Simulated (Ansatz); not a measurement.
# How fast states decay through LaAlCu2S4

Aim: relax a made-up compound, LaAlCu2S4, and see how good a tunnel barrier it would be. It is built by putting Cu for Ag, La for In in the AlInAg2S4 structure of space group I-4, with the volume rescaled by atomic radii. The parent structure comes from the Materials Project.

Method: r2SCAN DFT, plane waves, PAW files, in the first sound run; inputs show where later runs differ, in Ansatz 0.2.0.

The structure was built from a prototype and need not be the compound's stable phase.

## (1) The starting structure

Symmetry: I-4, No. 82, tetragonal system. Conventional cell: a = 6.018 Å, b = 6.018 Å, c = 11.323 Å, α = 90.00°, β = 90.00°, γ = 90.00°. Nearest to Al lie 4 S at 2.35 Å. Nearest to La lie 4 S at 2.58 Å. Nearest to Cu lie 4 S at 2.67 Å. Nearest to Cu lie 4 S at 2.65 Å. Nearest to S lie 1 Al at 2.35 Å and 1 La at 2.58 Å and 2 Cu at 2.65 to 2.67 Å. It derives from AlInAg2S4. Cu for Ag, La for In in the AlInAg2S4 structure of space group I-4. Farther neighbours and most contacts between anions are not listed.

## (2) Relaxing the new crystal

The substituted atoms don't fit the parent's cell, so cell and atoms relax together. A small smearing keeps the run stable in case the gap closes on the way.

The input, input.yaml:

```yaml
crystal:
  lattice:
    - [-3.009058289, 3.009058289, 5.6615708166]
    - [3.009058289, -3.009058289, 5.6615708166]
    - [3.009058289, 3.009058289, -5.6615708166]
  atoms:
    - { symbol: Al, position: [0.25, 0.75, 0.5] }
    - { symbol: La, position: [0.0, 0.0, 0.0] }
    - { symbol: Cu, position: [0.75, 0.25, 0.5] }
    - { symbol: Cu, position: [0.5, 0.5, 0.0] }
    - { symbol: S, position: [0.134192, 0.089918, 0.49012] }
    - { symbol: S, position: [0.599798, 0.644072, 0.50988] }
    - { symbol: S, position: [0.355928, 0.865808, 0.955726] }
    - { symbol: S, position: [0.910082, 0.400202, 0.044274] }
kpoints:
  mp_grid: { grid: [6, 6, 6] }
scf:
  occupations: { method: gaussian, width: 0.03 }
hamiltonian:
  xc: r2scan
output:
  forces: true
  stress: true
relax:
  f_tol: 0.02
  max_steps: 60
  cell: {}
```

Run with:

```console
$ ansatz run input.yaml --threads 2 --pin off --max-ram 4096MiB --backend cpu --events-out ev --progress --plain --runs-dir out
```

The runs that follow: the bulk crystal and its band edges; decaying states in the gap; decay over the two-dimensional zone; band edges at another level, cutoff 420 eV; complex bands at another level, cutoff 420 eV; A check of the settings. Settings of the main run: plane (001), cutoff 500 eV, 6×6×6 k-mesh, gap between the searched band edges 1.7632 eV.

Before running: what should come out for the band gap; and least decay constant at mid-gap, normal to (001)?

Inside the gap the slowest decay grows from the band edges towards mid-gap. At its top, κ = 0.26 Å⁻¹, tunnelling falls as exp(−2κL), a factor of 1.7 for each Å. With r2SCAN, the slowest decay at the wavevectors tried is κ = 0.247 Å⁻¹, normal to (001). Through such a film the transmission near mid-gap falls as exp(−2κd), a factor of ten every 4.7 Å. A free electron under a barrier of half the gap would need a mass of 0.26 mₑ to decay at this rate.

| Quantity | Value |
| --- | --- |
| band gap | 1.76 eV |
| least decay constant at mid-gap, normal to (001) | 0.247 Å⁻¹ |

With LDA the gap goes from 1.76 to 1.33 eV and the decay constant, over the first 2 listed wavevectors (which shift with the band edges), from 0.247 to 0.200 Å⁻¹. The compound is made up by substitution; its stability against other phases and against distortions of the cell's symmetry was not tested. r2SCAN still narrows gaps, if less than LDA and GGA do, so real decay constants are likely larger.

[Logs are printed without paths, hosts, clocks, repeated set-up lines and the standing remarks that a program may print on its own settings, such as how far it seeks lower states.]

[Hosts, paths, dates, database ids (printed as entryN), source tags and the programs' standing remarks are cut or masked in the printed files.]
